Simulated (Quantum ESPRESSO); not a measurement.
# MnSe: turning two sublattices against each other, part 3 of 3

How does the energy of MnSe follow the angle between its sublattices, and is it a Heisenberg cosine?

Quantum ESPRESSO 7.5; LDA with U = 4 eV on Mn d (ortho-atomic projectors); plane waves with GBRV 1.5 LDA potentials, no spin-orbit coupling.

So far, largest spin moment in the atom's sphere (μB): step 2 (the collinear order that defines the sublattices) 4.50; step 3 (the parallel state in the same cell) 4.53; step 4 (angle 0°, no penalty) 4.53; step 5 (angle 45°, lambda 2 Ry) 4.53.

The database entry behind the starting cell differs from later determinations by our own check (about 0.4 % short), so it need not match the best structure at ambient conditions.

**8. Angle 180°, no penalty**

Input file pw.in:

```
&CONTROL
  calculation = 'scf'
  prefix = 'pwscf'
  outdir = './tmp'
  pseudo_dir = './pseudo'
  disk_io = 'nowf'
/
&SYSTEM
  ibrav = 0
  celldm(1) = 8
  nat = 4
  ntyp = 3
  ecutwfc = 34
  ecutrho = 238
  nbnd = 60
  occupations = 'smearing'
  smearing = 'fd'
  degauss = 0.00734986
  noncolin = .true.
  starting_magnetization(1) = 0.3
  angle1(1) = 90
  angle2(1) = 0
  starting_magnetization(2) = 0.3
  angle1(2) = 90
  angle2(2) = 180
  starting_magnetization(3) = 0
  nosym = .true.
/
&ELECTRONS
  conv_thr = 4d-08
  electron_maxstep = 150
  mixing_beta = 0.3
/
ATOMIC_SPECIES
Mn1    54.9380 mn_lda_v1.5.uspp.F.UPF
Mn2    54.9380 mn_lda_v1.5.uspp.F.UPF
Se     78.9710 se_lda_v1.uspp.F.UPF
CELL_PARAMETERS alat
   0.0000000000000    0.6425068823728    0.6425068823728
   1.2850137647455    0.0000000000000    1.2850137647455
   1.2850137647455    0.6425068823728    0.6425068823728
ATOMIC_POSITIONS crystal
Mn1     0.0000000000    0.0000000000    0.0000000000
Mn2     0.0000000000    0.5000000000    0.0000000000
Se      0.5000000000    0.0000000000    0.5000000000
Se      0.5000000000    0.5000000000    0.5000000000
K_POINTS automatic
4 2 4 0 0 0
HUBBARD {ortho-atomic}
U Mn1-3d 4.0000
U Mn2-3d 4.0000
```

On the command line:

```console
$ OMP_NUM_THREADS=1 mpirun -n 4 pw.x -nk 4 -in pw.in > pw.out
```

Output:

```text
     [... lines left out ...]
Program PWSCF v.7.5 starts
     [... lines left out ...]
     number of atoms/cell      =            4
     [... lines left out ...]
     number of electrons       =        42.00
     number of Kohn-Sham states=           60
     kinetic-energy cutoff     =      34.0000  Ry
     charge density cutoff     =     238.0000  Ry
     scf convergence threshold =      4.0E-08
     [... lines left out ...]
     Noncollinear calculation without spin-orbit
     [... lines left out ...]
     No symmetry found
     [... lines left out ...]
     number of k points=    32  Fermi-Dirac smearing, width (Ry)=  0.0073
     [... lines left out ...]
     iteration # 12     ecut=    34.00 Ry     beta= 0.30
     [... lines left out ...]
     atom number    1 relative position :    0.0000   0.0000   0.0000
     [... lines left out ...]
     magnetization :          4.500521    0.000089    0.000016
     [... lines left out ...]
     atom number    2 relative position :    0.6425   0.0000   0.6425
     [... lines left out ...]
     magnetization :         -4.500521    0.000170   -0.000122
     [... lines left out ...]
     atom number    3 relative position :    0.6425   0.6425   0.6425
     [... lines left out ...]
     magnetization :         -0.033574    0.000003   -0.000002
     [... lines left out ...]
     atom number    4 relative position :    1.2850   0.6425   1.2850
     [... lines left out ...]
     magnetization :          0.033574    0.000003   -0.000001
     [... lines left out ...]
     Tr[ns(  1)] (up, down, total) =   2.63327  2.63325  5.26652
     [... lines left out ...]
     Tr[ns(  2)] (up, down, total) =   2.63319  2.63332  5.26652
     [... lines left out ...]
     the Fermi energy is     9.4685 ev
!    total energy              =    -508.62647305 Ry
     estimated scf accuracy    <          5.1E-09 Ry
     smearing contrib. (-TS)   =      -0.00135967 Ry
     [... lines left out ...]
     total magnetization       =    -0.00     0.00    -0.00 Bohr mag/cell
     absolute magnetization    =     9.66 Bohr mag/cell
     convergence has been achieved in  12 iterations
```

Elapsed: 81 s, on 4 MPI ranks of Arm Neoverse V1, shared host; peak memory 0.65 GiB.

Read from the output:

```
smearing term TS       : 0.01850 eV
magnetization          : 0, 0, 0 μB
absolute magnetization : 9.66 μB
final state            : antiferromagnetic
largest moment         : 4.501 μB
```

**9. An input with a fault**

One input was spoiled on purpose, to see how the program answers.

Input file pw.in:

```
&CONTROL
  calculation = 'scf'
  prefix = 'pwscf'
  outdir = './tmp'
  pseudo_dir = './pseudo'
  disk_io = 'nowf'
/
&SYSTEM
  ibrav = 0
  nat = 4
  ntyp = 3
  ecutwfc = 34
  ecutrho = 238
  nbnd = 30
  occupations = 'smearing'
  smearing = 'fd'
  degauss = 0.00734986
  nspin = 2
  starting_magnetization(1) = 0.3
  starting_magnetization(2) = -0.3
  starting_magnetization(3) = 0
/
&ELECTRONS
  conv_thr = 4d-08
  electron_maxstep = 60
  mixing_beta = 0.3
/
ATOMIC_SPECIES
Mn1    54.9380 mn_lda_v1.5.uspp.F.UPF
Mn2    54.9380 mn_lda_v1.5.uspp.F.UPF
Se     78.9710 se_lda_v1.uspp.F.UPF
CELL_PARAMETERS angstrom
   0.0000000000    2.7200000000    2.7200000000
   5.4400000000    0.0000000000    5.4400000000
   5.4400000000    2.7200000000    2.7200000000
ATOMIC_POSITIONS angstrom
Mn1     0.0000000000    0.0000000000    0.0000000000
Mn2     0.0000000000    0.5000000000    0.0000000000
Se      0.5000000000    0.0000000000    0.5000000000
Se      0.5000000000    0.5000000000    0.5000000000
K_POINTS automatic
4 2 4 0 0 0
HUBBARD {ortho-atomic}
U Mn1-3d 4.0000
U Mn2-3d 4.0000
```

Output:

```text
     [... lines left out ...]
Program PWSCF v.7.5 starts
     [... lines left out ...]
     number of atoms/cell      =            4
     [... lines left out ...]
     number of electrons       =        42.00
     number of Kohn-Sham states=           30
     kinetic-energy cutoff     =      34.0000  Ry
     charge density cutoff     =     238.0000  Ry
     scf convergence threshold =      4.0E-08
     [... lines left out ...]
     No symmetry found
     [... lines left out ...]
     number of k points=    20  Fermi-Dirac smearing, width (Ry)=  0.0073
     [... lines left out ...]
     iteration #  1     ecut=    34.00 Ry     beta= 0.30
     [... lines left out ...]
     Error in routine cdiaghg (106):
     S matrix not positive definite
 %%%%%%%%%%%%%%%%%%%%%%%%%%%%%%%%%%%%%%%%%%%%%%%%%%%%%%%%%%%%%%%%%%%%%%%%%%%%%%
     stopping ...
```

Run time: 2.1 s. Hardware: 4 MPI ranks; peak memory 0.36 GiB.

The run ended with an error.

The program's message: “cdiaghg (106): S matrix not positive definite”

The fault put into the input: positions in crystal units declared as angstrom.

**10. E(θ)**

Not every run of the table is shown above.

Canting:

```csv
lambda (Ry),typed angle (degrees),final angle (degrees),energy less that at the first angle (meV a seeded atom),"penalty energy, not in the total (meV a cell)",largest site moment (μB),CPU time (s)
-,0,0,0,0,4.532,306.2
2,45,45.06,-1.008,0.03932,4.527,840.5
-,180,180,-7.845,0,4.501,325
```

**11. Results**

```
angle of lowest energy      : 180°
range of the energy         : 7.84 meV a seeded atom
range of the largest moment : 4.50 to 4.53 μB
```

The penalty holds the angles within 0.1° of the typed ones. Too few angles finished for a fit. The largest moment changes by 0.70 % over the angles. The run at 90° with lambda 2 Ry did not converge and is not in the table. The run at 135° with lambda 2 Ry did not converge and is not in the table. The whole range is under 10 meV, which the mesh and the functional can turn round. This holds for the two sublattices of this cell; other orders were not tried. Without spin–orbit coupling only the angle between the moments matters. The mesh is coarse, so differences of some ten meV can be noise where moments are itinerant. Energies are free energies at an electronic temperature of 1160 K, which lowers moments and differences where the moments are itinerant. The cutoff lies under the 40 Ry that these files are usually run at.

[Logs and program files are shortened in this print: banners, set-up blocks, solver, clock and traceback lines can be left out without a mark of their own.]

[Logs are printed without paths, hosts, clocks, repeated set-up lines and the standing remarks that a program may print on its own settings, such as how far it seeks lower states.]

[Hosts, paths, dates, database ids (printed as entryN), source tags and the programs' standing remarks are cut or masked in the printed files.]

[Where a cell is said to come from a database of computed structures, the database is the Materials Project.]
